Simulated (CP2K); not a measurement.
Two runs for the O K edge of benzoic acid. Run A: CP2K XAS_TDP, all-electron GAPW, PBEh(45%), aug-cc-pVDZ, TDA, no relativity. Run B differs in one setting.

First lines with a strength over 0.0015. A:

```
                  atom  energy (eV)  states  strength, one atom
O1 (bonded to C and H)       530.19       1              0.0119
                             531.42       1              0.0199
                             533.21       1              0.0079
                             533.68       1              0.0057
                             533.88       1              0.0023
      O3 (bonded to C)       527.07       1              0.0349
                             531.13       1              0.0020
                             531.96       1              0.0040
                             531.97       1              0.0024
                             534.33       1              0.0053
```

B:

| atom | energy (eV) | states | strength, one atom |
| --- | --- | --- | --- |
| O1 (bonded to C and H) | 509.71 | 1 | 0.0041 |
|  | 511.94 | 1 | 0.0025 |
|  | 512.23 | 1 | 0.0041 |
|  | 513.90 | 1 | 0.0015 |
|  | 514.61 | 1 | 0.0017 |
| O3 (bonded to C) | 508.28 | 1 | 0.0109 |
|  | 510.78 | 1 | 0.0108 |
|  | 513.58 | 1 | 0.0017 |

**Question.** Which was it: the basis, scalar relativity switched on, GW2X switched on, the functional?

The functional (functional from PBEh(45%) to PBE; the lines alone don't name the new value). A functional moves all lines by electronvolts and changes their spacings and strengths. Against PBEh(45%) in aug-cc-pVDZ, the leading lines move by -20.48 eV (O1, to 509.71) and -18.79 eV (O3, to 508.28); the strength of O1's goes from 0.0119 to 0.0041, so the two may not be the same state. The next line of O1 over the strength cut lies 2.23 eV higher, against 1.23.

[Banner, clock and machine lines of the logs are left out without a mark of their own.]

[Logs are printed without paths, hosts, clocks, repeated set-up lines and the standing remarks that a program may print on its own settings, such as how far it seeks lower states.]

[Hosts, paths, dates, database ids (printed as entryN), source tags and the programs' standing remarks are cut or masked in the printed files.]
